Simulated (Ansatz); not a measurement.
## What Ca3SiS (model cell, started as antiperovskite) distorts into

Which phase does Ca3SiS (model cell, started as antiperovskite) fall into along its unstable mode, and how much energy does it gain?

Program: Ansatz 0.2.0. Level of theory: DFT PBEsol, scalar-relativistic, plane waves, PAW; PAW set soft_1. Results are calculated unless marked as measured.

This is a report of a sequence of runs, with most program output left out.

The structure was built from a prototype and need not be the compound's stable phase.

### 1. The structure

It takes space group Pm-3m (No. 221, cubic). Conventional cell: a = 5.168 Å, b = 5.168 Å, c = 5.168 Å, α = 90.00°, β = 90.00°, γ = 90.00°. Nearest to Si lie 12 Ca at 3.65 Å. S has 6 Ca at 2.58 Å nearest. Nearest to Ca lie 2 S at 2.58 Å and 8 Ca at 3.65 Å and 4 Si at 3.65 Å. Farther neighbours and most contacts between anions are not listed.

### 2. The dispersion

The cell comes from relaxations at this level that are not shown. Stability and thermal properties need the whole zone. Linear response on a 2×2×2 q mesh gives force constants as far as a supercell of that size would.

Contents of input.yaml:

```yaml
crystal:
  lattice:
    - [5.1680341995, 0.0, 0.0]
    - [0.0, 5.1680341995, 0.0]
    - [0.0, 0.0, 5.1680341995]
  atoms:
    - { symbol: Si, position: [0.0, 0.0, 0.0] }
    - { symbol: S, position: [0.5, 0.5, 0.5] }
    - { symbol: Ca, position: [0.5, 0.5, 0.0] }
    - { symbol: Ca, position: [0.5, 0.0, 0.5] }
    - { symbol: Ca, position: [0.0, 0.5, 0.5] }
kpoints:
  mp_grid: { grid: [8, 8, 8] }
hamiltonian:
  xc: pbesol
  pseudopotentials: { kind: paw, azcp: { folder: soft_1 }, xc_functional: pbe }
scf:
  occupations: { method: methfessel_paxton, width: 0.2 }
output:
  eigenvalues: true
phonons:
  method: dfpt
  qmesh: [2, 2, 2]
  temperatures: { t_max: 1000, t_step: 50 }
  qpath:
    path:
      - [[0.0, 0.0, 0.0], [0.0, 0.5, 0.0], [0.5, 0.5, 0.0], [0.0, 0.0, 0.0], [0.5, 0.5, 0.5], [0.0, 0.5, 0.0]]
      - [[0.5, 0.5, 0.5], [0.5, 0.5, 0.0]]
    npoints: 10
```

Run with:

```
> ansatz run input.yaml --threads 8 --pin off --max-ram 16384MiB --backend cpu --events-out ev --progress --plain --runs-dir out
```

The job ended after 2.4 min (8 threads of Arm Neoverse V2, shared host; peak memory 2.6 GiB; 19 min of CPU time).

Numbers from this step:

```
volume per atom                                         : 27.61 Å³
gap on the k-mesh                                       : 0.02521 eV
sum-rule residual before enforcement                    : 4.68e-5 eV/Å²
lowest frequency on the path                            : -106.5 cm⁻¹
point group                                             : m-3m
highest frequency on the path or at a solved wavevector : 409.5 cm⁻¹
highest optical mode at the zone centre (no LO-TO term) : 401.0 cm⁻¹
lowest optical zone-centre mode                         : -78.83 cm⁻¹
lowest mode on the q mesh (acoustic modes at Γ apart)   : -106.5 cm⁻¹
```

Frequencies (cm⁻¹) solved at each irreducible wavevector; negative means imaginary. Frequencies by wavevector, by row:

```csv
q in reciprocal lattice units,star,mode 1,mode 2,mode 3,mode 4,mode 13,mode 14,mode 15
0 0 0,1,-78.8,-78.8,-78.8,0,401,401,401
0 0 -0.5,3,-44,-44,-21.4,-21.4,318.1,401.9,401.9
0 -0.5 -0.5,3,-106.5,-58.9,-58.9,48.9,309.8,341.2,401.8
-0.5 -0.5 -0.5,1,-104.7,-104.7,-104.7,-29.2,310.7,310.7,349.4
```

Interpolated from a 2×2×2 q mesh. The phonon branches at the labelled points (cm⁻¹):

```csv
point,branch 1,branch 2,branch 3,branch 4,branch 12,branch 13,branch 14,branch 15
Γ,-79,-79,0,0,155,401,401,410
halfway,-64,-64,24,24,210,386,402,402
X,-44,-44,-21,-21,311,318,402,402
halfway,-91,-35,-34,-25,311,314,383,402
M,-106,-59,-59,49,310,310,341,402
halfway,-80,-52,-45,36,214,374,391,402
Γ,-79,-79,0,0,155,401,401,410
halfway,-76,-75,-75,33,219,374,374,395
R,-105,-105,-105,-29,311,311,311,349
halfway,-92,-84,-69,26,311,312,375,389
X,-44,-44,-21,-21,311,318,402,402
jump to R,-105,-105,-105,-29,311,311,311,349
halfway,-106,-86,-86,9,310,310,333,384
M,-106,-59,-59,49,310,310,341,402
```

Symmetry leaves 4 wavevectors to solve. The lowest mode among them, the acoustic zeros apart, lies at q = (0, -0.5, -0.5) and is imaginary, 106.5i cm⁻¹, so the energy falls along it.

### 3. The mode frozen in, largest atomic shift 0 Å

The mode followed lies at q = (0, -0.5, -0.5) with frequency 106.5i cm⁻¹, the softest among the wavevectors solved. At small amplitude the distorted cell has space group no. 127 by a symmetry search on the positions. The undistorted cell that holds it gives the zero of energy on the same k mesh.

System of this step: Ca3SiS (model cell, started as antiperovskite). Symmetry: Pm-3m, No. 221, cubic system. The conventional cell has a = 5.168 Å, b = 5.168 Å, c = 5.168 Å, α = 90.00°, β = 90.00°, γ = 90.00°. Nearest to Si lie 12 Ca at 3.65 Å. Nearest to S lie 6 Ca at 2.58 Å. Nearest to Ca lie 2 S at 2.58 Å and 8 Ca at 3.65 Å and 4 Si at 3.65 Å. Ca has 2 S at 2.58 Å and 4 Si at 3.65 Å and 8 Ca at 3.65 Å nearest. Farther neighbours and most contacts between anions are not listed.

Contents of input.yaml:

```yaml
crystal:
  lattice:
    - [-5.1680341995, 0.0, 0.0]
    - [0.0, -5.1680341995, -5.1680341995]
    - [0.0, -5.1680341995, 5.1680341995]
  atoms:
    - { symbol: Si, position: [1.0, 0.5, 0.5] }
    - { symbol: Si, position: [1.0, 1.0, 1.0] }
    - { symbol: S, position: [0.5, 0.0, 0.5] }
    - { symbol: S, position: [0.5, 0.5, 0.0] }
    - { symbol: Ca, position: [0.5, 0.75, 0.75] }
    - { symbol: Ca, position: [0.5, 0.25, 0.25] }
    - { symbol: Ca, position: [0.5, 0.25, 0.75] }
    - { symbol: Ca, position: [0.5, 0.75, 0.25] }
    - { symbol: Ca, position: [0.0, 0.0, 0.5] }
    - { symbol: Ca, position: [0.0, 0.5, 0.0] }
kpoints:
  mp_grid: { grid: [8, 6, 6] }
hamiltonian:
  xc: pbesol
  pseudopotentials: { kind: paw, azcp: { folder: soft_1 }, xc_functional: pbe }
scf:
  occupations: { method: methfessel_paxton, width: 0.2 }
output:
  forces: true
  stress: true
  eigenvalues: true
```

Elapsed: 4.7 s, on 8 threads; peak memory 1.1 GiB.

Numbers from this step:

```
pressure                         : 0.003733 GPa
gap on the k-mesh                : 0.02362 eV
energy from the undistorted cell : 0 meV/atom
```

The run ends at a pressure of 0.00 GPa.

### 4. The mode frozen in, largest atomic shift 0.6 Å

The atoms are moved along the unstable eigenvector, the largest shift by 0.6 Å, with the cell fixed.

input.yaml, the sections that differ from step 3:

```yaml
crystal:
  lattice:
    - [-5.1680341995, 0.0, 0.0]
    - [0.0, -5.1680341995, -5.1680341995]
    - [0.0, -5.1680341995, 5.1680341995]
  atoms:
    - { symbol: Si, position: [1.0, 0.5, 0.5] }
    - { symbol: Si, position: [1.0, 1.0, 1.0] }
    - { symbol: S, position: [0.5, 0.0, 0.5] }
    - { symbol: S, position: [0.5, 0.5, 0.0] }
    - { symbol: Ca, position: [0.5, 0.6919508485, 0.6919508485] }
    - { symbol: Ca, position: [0.5, 0.3080491515, 0.3080491515] }
    - { symbol: Ca, position: [0.5, 0.1919508485, 0.8080491515] }
    - { symbol: Ca, position: [0.5, 0.8080491515, 0.1919508485] }
    - { symbol: Ca, position: [0.0, 0.0, 0.5] }
    - { symbol: Ca, position: [0.0, 0.5, 0.0] }
# kpoints, hamiltonian, scf, output: as in step 3
```

Elapsed: 4.8 s, on 8 threads; peak memory 1.1 GiB; 36 s of CPU time.

Numbers from this step:

```yaml
pressure: -0.5031 GPa
gap_on_the_k_mesh: 0 eV
energy_from_the_undistorted_cell: -89.98 meV/atom
```

The energy, extrapolated to zero smearing, is -89.98 meV/atom against the undistorted cell.

The run ends at a pressure of -0.50 GPa, with forces up to 0.49 eV/Å.

### 5. Energy along the mode, all amplitudes (two of the runs are shown above)

An imaginary frequency means negative curvature, so the energy should fall and then rise again as anharmonic terms take over.

Numbers from this step:

```yaml
depth_at_the_lowest_point_sampled: 89.98 meV/atom
largest_atomic_shift_at_that_point: 0.6 Å
```

Table of energy from the parent by largest atomic shift:

```csv
largest atomic shift (Å),energy from the parent (meV/atom)
0.000,0
0.040,-0.537
0.080,-2.14
0.140,-6.49
0.220,-15.7
0.320,-31.9
0.450,-58.2
0.600,-90.0
```

Displacement at unit largest shift by atom:

```csv
atom,x (Å),y (Å),z (Å),size
Si1,0.00,0.00,0.00,0.00
Si2,0.00,0.00,0.00,0.00
S3,0.00,0.00,0.00,0.00
S4,0.00,0.00,0.00,0.00
Ca5,0.00,1.00,0.00,1.00
Ca6,0.00,-1.00,0.00,1.00
Ca7,0.00,0.00,1.00,1.00
Ca8,0.00,0.00,-1.00,1.00
Ca9,0.00,0.00,0.00,0.00
Ca10,0.00,0.00,0.00,0.00
```

The lowest of the steps tried is the last one, at 0.6 Å, 90.0 meV/atom below the parent; the bottom of the well need not coincide with a step.

### 6. Relaxation from the frozen mode

Starting from the lowest point found, all atoms and the cell are let go, so that strain and other modes of the same symmetry can join in.

input.yaml: that of step 4 with these lines changed.

```diff
@@ -27 +27,6 @@
   eigenvalues: true
+relax:
+  adjacent_minimum: "off"
+  f_tol: 0.002
+  max_steps: 120
+  cell: { stress_tol: 0.03 }
```

The job ended after 31 s (8 threads; peak memory 1.2 GiB; 4 min of CPU time).

Relaxation path:

```csv
step,energy less that of the first step (eV),largest force component (eV/Å),pressure (GPa),volume (Å³)
1,0.0000,0.4902,-0.50,276.06
2,-0.2987,0.1626,-0.09,271.84
3,-0.3077,0.1259,0.14,270.71
4,-0.3164,0.0069,0.08,271.23
5,-0.3166,0.0006,-0.02,271.76
6,-0.3167,0.0001,0.00,271.62
7*,-0.3166,0.0001,0.00,271.62
```

Relaxation steps marked * repeat the geometry before them on a plane-wave basis chosen anew for their cell, so energy and pressure can jump there.

The run keeps the 16 symmetry operations that it works with, so distortions that break them were not tested.

```csv
cell as run,before,after,change
a (Å),5.168,5.210,+0.8 %
b (Å),7.309,7.221,-1.2 %
c (Å),7.309,7.221,-1.2 %
volume (Å³/atom),27.61,27.16,-1.6 %
```

The atoms that moved most (Å, as changes of fractional coordinates times the final cell):

```csv
atom,dx,dy,dz,length
Ca5,0.000,0.241,0.000,0.241
Ca6,0.000,-0.241,0.000,0.241
Ca8,0.000,0.000,-0.241,0.241
Ca7,0.000,0.000,0.241,0.241
```

This step gave:

- pressure: -0.001190 GPa
- volume per atom: 27.16 Å³
- gap on the k-mesh: 0.3643 eV

The distorted start has space group P4/mbm; the relaxation ends in P4/mbm.

### 7. The new phase in its own primitive cell

The relaxed structure is symmetrised, reduced to its primitive cell and relaxed tightly, as its phonons need.

Contents of input.yaml:

```yaml
crystal:
  lattice:
    - [7.2206560604, 0.0, 0.0]
    - [0.0, 7.2206560604, 0.0]
    - [0.0, 0.0, 5.2097356884]
  atoms:
    - { symbol: Si, position: [0.5, 0.0, 0.0] }
    - { symbol: Si, position: [0.0, 0.5, 0.0] }
    - { symbol: S, position: [0.0, 0.0, 0.5] }
    - { symbol: S, position: [0.5, 0.5, 0.5] }
    - { symbol: Ca, position: [0.6683896852, 0.1683896852, 0.5] }
    - { symbol: Ca, position: [0.3316103148, 0.8316103148, 0.5] }
    - { symbol: Ca, position: [0.1683896852, 0.3316103148, 0.5] }
    - { symbol: Ca, position: [0.8316103148, 0.6683896852, 0.5] }
    - { symbol: Ca, position: [0.0, 0.0, 0.0] }
    - { symbol: Ca, position: [0.5, 0.5, 0.0] }
kpoints:
  mp_grid: { grid: [4, 4, 6] }
hamiltonian:
  xc: pbesol
  pseudopotentials: { kind: paw, azcp: { folder: soft_1 }, xc_functional: pbe }
scf:
  occupations: { method: fixed }
output:
  forces: true
  stress: true
  eigenvalues: true
relax:
  adjacent_minimum: "off"
  f_tol: 0.001
  max_steps: 60
  cell: { stress_tol: 0.01 }
```

Run time: 10 s. Hardware: 8 threads; peak memory 1 GiB.

Little changed from the start: no atom moved by 0.005 Å and no cell edge by 0.1 %.

Numbers from this step:

```yaml
pressure: -3.27e-4 GPa
gap_on_the_k_mesh: 0.3647 eV
direct_gap_on_mesh: 0.3647 eV
```

The largest force component left is 0.073 meV/Å and the pressure is 0.000 GPa, within the tolerances set. The cell now holds 27.16 Å³/atom.

### 8. Modes of the new phase, k-mesh 4×4×6, occupations fixed

A relaxed structure may still be a saddle point, so its zone-centre modes are computed. The response to a homogeneous field gives the Born charges and the dielectric tensor.

Contents of input.yaml:

```yaml
crystal:
  lattice:
    - [7.2202019091, 0.0, 0.0]
    - [0.0, 7.2202019091, 0.0]
    - [0.0, 0.0, 5.2101027707]
  atoms:
    - { symbol: Si, position: [0.5, 0.0, 0.0] }
    - { symbol: Si, position: [0.0, 0.5, 0.0] }
    - { symbol: S, position: [0.0, 0.0, 0.5] }
    - { symbol: S, position: [0.5, 0.5, 0.5] }
    - { symbol: Ca, position: [0.6683415703, 0.1683415703, 0.5] }
    - { symbol: Ca, position: [0.3316584297, 0.8316584297, 0.5] }
    - { symbol: Ca, position: [0.1683415703, 0.3316584297, 0.5] }
    - { symbol: Ca, position: [0.8316584297, 0.6683415703, 0.5] }
    - { symbol: Ca, position: [0.0, 0.0, 0.0] }
    - { symbol: Ca, position: [0.5, 0.5, 0.0] }
kpoints:
  mp_grid: { grid: [4, 4, 6] }
hamiltonian:
  xc: pbesol
  pseudopotentials: { kind: paw, azcp: { folder: soft_1 }, xc_functional: pbe }
scf:
  occupations: { method: fixed }
output:
  eigenvalues: true
phonons:
  method: dfpt
  dielectric: true
  rigid_motions: translations
```

Run time: 2.2 min. Hardware: 8 threads; peak memory 3.3 GiB; 16 min of CPU time.

This step gave:

```yaml
sum_rule_residual_before_enforcement: 7.98e-5 eV/Å²
miss_of_the_charge_sum_rule: 0.03557 e
estimated_error_of_the_dielectric_tensor: 0.3583
estimated_error_of_the_born_charges: 0.3349 e
point_group: 4/mmm
highest_optical_mode_at_the_zone_centre_no_lo_to_term: 385.6 cm⁻¹
lowest_optical_zone_centre_mode: -75.82 cm⁻¹
mean_high_frequency_dielectric_constant: 14.99
largest_born_charge_third_of_the_trace: -3.871 e
top_of_the_zone_centre_spectrum_with_the_field: 398.6 cm⁻¹
```

Patterns of degenerate modes are one choice out of their space. Modes at Γ, with each element's share of the kinetic energy (negative means imaginary):

```csv
mode,frequency (cm⁻¹),symmetry,Si %,S %,Ca %
1,-75.8,Eu,51,4,44
2,-75.8,Eu,51,4,44
3,0.0,acoustic,16,18,67
4,0.0,acoustic,16,18,67
5,0.0,acoustic,16,18,67
6,18.4,Eu,17,2,82
7,18.4,Eu,17,2,82
8,42.6,Eu,9,4,87
9,42.6,Eu,9,4,87
10,59.7,B1u,29,0,71
11,118.6,Eg,0,0,100
12,118.6,Eg,0,0,100
13,120.0,A1u,0,48,52
14,143.6,A2u,0,26,73
15,149.4,Eu,32,30,38
16,149.4,Eu,32,30,38
17,156.4,A1g,0,0,100
18,180.0,Eu,74,1,24
19,180.0,Eu,74,1,24
20,183.5,A2u,84,4,12
21,194.4,B1u,71,0,29
22,224.5,B2g,0,0,100
23,226.4,B1g,0,0,100
24,266.1,Eu,1,91,8
25,266.1,Eu,1,91,8
26,280.6,A2g,0,0,100
27,322.1,Eu,0,50,50
28,322.1,Eu,0,50,50
29,385.3,A2u,0,52,48
30,385.6,A1u,0,52,48
```

Displacements in mode 2 (-75.8 cm⁻¹), the largest set to 1:
```
Si1  0.00 -0.23  0.00
Si2  0.97  1.00  0.00
S3  -0.08  0.26  0.00
S4   0.23 -0.14  0.00
Ca5 -0.24 -0.26  0.00
Ca6 -0.24 -0.26  0.00
Ca7  0.04  0.10  0.00
Ca8  0.04  0.10  0.00
Ca9  0.19 -0.66  0.00
Ca10-0.60  0.34  0.00
```

Displacements in mode 10 (59.7 cm⁻¹), the largest set to 1:
```
Si1  0.00  0.00 -1.00
Si2  0.00  0.00  1.00
S3   0.00  0.00  0.00
S4   0.00  0.00  0.00
Ca5  0.00  0.00 -0.93
Ca6  0.00  0.00 -0.93
Ca7  0.00  0.00  0.93
Ca8  0.00  0.00  0.93
Ca9  0.00  0.00  0.00
Ca10 0.00  0.00  0.00
```

High-frequency dielectric tensor, which the program warns is not settled by the k meshes in reach. Tensor:

```csv
,x,y,z
x,14.79,0,0
y,0,14.79,0
z,0,0,15.4
```

Optical modes at the zone centre, without and with the macroscopic field of the longitudinal modes; each column is sorted by frequency, so a row need not hold one and the same mode. Modes with and without the field, by row:

```csv
rank among optical modes,no field (cm⁻¹),"q along (1, 0, 0) (cm⁻¹)","q along (0, 0, 1) (cm⁻¹)"
1,-75.8,-75.8,-75.8
2,-75.8,-61.5,-75.8
3,18.4,18.4,18.4
4,18.4,39.7,18.4
5,42.6,42.6,42.6
6,42.6,59.7,42.6
7,59.7,95.5,59.7
8,118.6,118.6,118.6
9,118.6,118.6,118.6
10,120,120,120
11,143.6,143.6,149.4
12,149.4,149.4,149.4
13,149.4,149.6,155.2
14,156.4,156.4,156.4
15,180,180,180
16,180,183.5,180
17,183.5,194.4,194.4
18,194.4,198.8,224.5
19,224.5,224.5,226.4
20,226.4,226.4,240.2
21,266.1,266.1,266.1
22,266.1,267,266.1
23,280.6,280.6,280.6
24,322.1,322.1,322.1
25,322.1,332.3,322.1
26,385.3,385.3,385.6
27,385.6,385.6,398.6
```

Born charge (rows field, columns displacement) (e), principal values of the symmetric part by kind of site:

```csv
atom,atoms with these values,low,middle,high,mean
Si1,2,-4.59,-3.84,-3.19,-3.87
S3,2,-3.27,-2.69,-2.69,-2.88
Ca5,4,1.43,2.23,2.98,2.21
Ca9,2,1.90,2.55,2.55,2.33
```

In full for Ca9:

```
 2.55 -0.01  0.00
 0.01  2.55  0.00
 0.00  0.00  1.90
```

Transverse modes; imaginary modes are left out. Infrared lines, with heights relative to the strongest:

```csv
position (cm⁻¹),relative intensity
18,65
43,12
60,0.0
119,0.0
120,0.0
144,56
149,0.6
156,0.0
180,55
184,100
194,0.0
224,0.0
226,0.0
266,4.3
281,0.0
322,53
385,42
386,0.0
```

Before it was imposed, the acoustic sum rule was missed by 8.0e-5 eV/Å² and the charge sum rule by 0.036 e. The charge miss is large and points to the mesh or the basis. The lowest optical mode is imaginary, 75.8i cm⁻¹, so the energy falls along it.

The log warns of the k mesh: “the force constants stand on the 4×4×6 k-mesh, whose period is 7.98 times the interband length at k = (0.0000, 0.0000, 0.0000), direct gap 0.365 eV, under 14: take them and everything formed from them as unconverged”.

### 9. What came out

```yaml
unstable_mode_of_the_parent: q = (0, -0.5, -0.5), 106i cm⁻¹
depth_at_the_lowest_point_sampled: 90.0 meV/atom
largest_atomic_shift_at_that_point: 0.6 Å
space_group_reached_within_0p01_a: P4/mbm
energy_gained_over_the_parent_first_relaxation_on_the_mesh_of_the_frozen_mode: 121 meV/atom
volume_per_atom_phase_reached: 27.2 Å³
gap_on_the_k_mesh_phase_reached: 0.365 eV
lowest_optical_zone_centre_mode_phase_reached: -75.8 cm⁻¹
highest_optical_mode_at_the_zone_centre_no_lo_to_term_phase_reached: 386 cm⁻¹
```

What this shows: Along this mode the structure falls into P4/mbm, 121 meV/atom below the parent. At the parent's cell the well is 89.98 meV/atom deep on the steps tried, with its lowest point at a shift of 0.6 Å. That is the last step tried, so the steps alone don't bracket the bottom of the well. Relaxing atoms and cell changes the gain by +31.39 meV/atom against the lowest step (energies at zero smearing). The new phase still has an imaginary mode at the zone centre of its cell, so it is a saddle point on the way to a lower structure. Of the 4 patterns followed to their end from this parent, this one ends 42.4 meV/atom above the lowest, Imma. Another end point lies within 1 meV/atom; how such a difference moves with mesh and cutoff was not tested. Each path keeps the symmetry of its pattern, so a lower phase may lie along a pattern not tried. With the field response the log warns that the k mesh is coarse for the force constants too, so the frequencies may not be converged. With no gap, or one that is small against the smearing, the frequencies hang on the k mesh and the smearing, most of all near Kohn anomalies. In at least one run the field response is not settled by the k meshes in reach, so its dielectric tensor, Born charges and longitudinal modes are rough. The PAW files were made for PBE and serve the other functionals too. A phonon run warned that its eigensolver left some bands unconverged in a pass. The starting cell was built on a prototype and not taken from a measurement, so the phase need not exist.

[Logs are printed without paths, hosts, clocks, repeated set-up lines and the standing remarks that a program may print on its own settings, such as how far it seeks lower states.]

[Hosts, paths, dates, database ids (printed as entryN), source tags and the programs' standing remarks are cut or masked in the printed files.]
